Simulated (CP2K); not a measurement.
Formylketene has these distinct O atoms: O1 (bonded to C) and O5 (bonded to C).

```xyz
7

O     2.1225   -0.4168   -1.2469
C     1.2923   -0.0547   -0.5121
C     0.3104    0.3291    0.3039
C    -1.0628   -0.1724    0.1481
O    -1.4524   -0.9678   -0.6995
H     0.5495    1.0315    1.0997
H    -1.7596    0.2512    0.9067
```

Their partial O K spectra (CP2K XAS_TDP, all-electron GAPW, PBEh(45%), aug-cc-pVDZ, TDA, GW2X-corrected core level, no relativity) are given in random order, each times the number of alike atoms.

Gaussian full width 0.5 eV, oscillator strength per eV, alike atoms added, rows of zeros left out:

```csv
E (eV),curve 1,curve 2
530.50,0.001,0.000
530.75,0.016,0.000
531.00,0.064,0.000
531.25,0.063,0.000
531.50,0.016,0.000
531.75,0.001,0.000
532.75,0.000,0.009
533.00,0.000,0.052
533.25,0.000,0.076
533.50,0.000,0.028
533.75,0.000,0.003
534.50,0.001,0.000
535.00,0.000,0.001
535.25,0.000,0.016
535.50,0.000,0.047
535.75,0.000,0.034
536.00,0.001,0.006
536.25,0.002,0.000
536.50,0.001,0.000
536.75,0.002,0.000
537.00,0.002,0.000
537.25,0.002,0.000
537.50,0.007,0.000
537.75,0.012,0.000
538.00,0.010,0.000
538.25,0.005,0.002
538.50,0.005,0.004
538.75,0.007,0.002
539.00,0.009,0.000
539.25,0.011,0.000
539.50,0.011,0.000
539.75,0.012,0.001
540.00,0.021,0.001
540.25,0.015,0.006
540.50,0.005,0.021
540.75,0.006,0.029
541.00,0.013,0.015
541.25,0.012,0.011
541.50,0.008,0.007
541.75,0.004,0.002
542.00,0.007,0.001
542.25,0.018,0.002
542.50,0.022,0.008
542.75,0.011,0.014
543.00,0.005,0.009
543.25,0.001,0.003
543.50,0.000,0.001
543.75,0.003,0.004
544.00,0.010,0.019
544.25,0.008,0.028
544.50,0.005,0.013
544.75,0.009,0.006
```

Which curve belongs to which atom?

Curve 1: O5 (bonded to C), leading line at 531.12 eV (f = 0.040 an atom), ionisation energy 537.81 eV, term value 6.69 eV. Curve 2: O1 (bonded to C), leading line at 533.19 eV (f = 0.042 an atom), ionisation energy 540.81 eV, term value 7.62 eV. The leading line of an atom is its first one with 35 % of the strongest within 2.5 eV of its lowest line over the strength cut. A line lies at the core ionisation energy, which rises as an atom loses charge to its neighbours or to a π system, less the term value, which is large for a low π* or σ* orbital with weight on that atom.

[Banner, clock and machine lines of the logs are left out without a mark of their own.]

[Logs are printed without paths, hosts, clocks, repeated set-up lines and the standing remarks that a program may print on its own settings, such as how far it seeks lower states.]

[Hosts, paths, dates, database ids (printed as entryN), source tags and the programs' standing remarks are cut or masked in the printed files.]
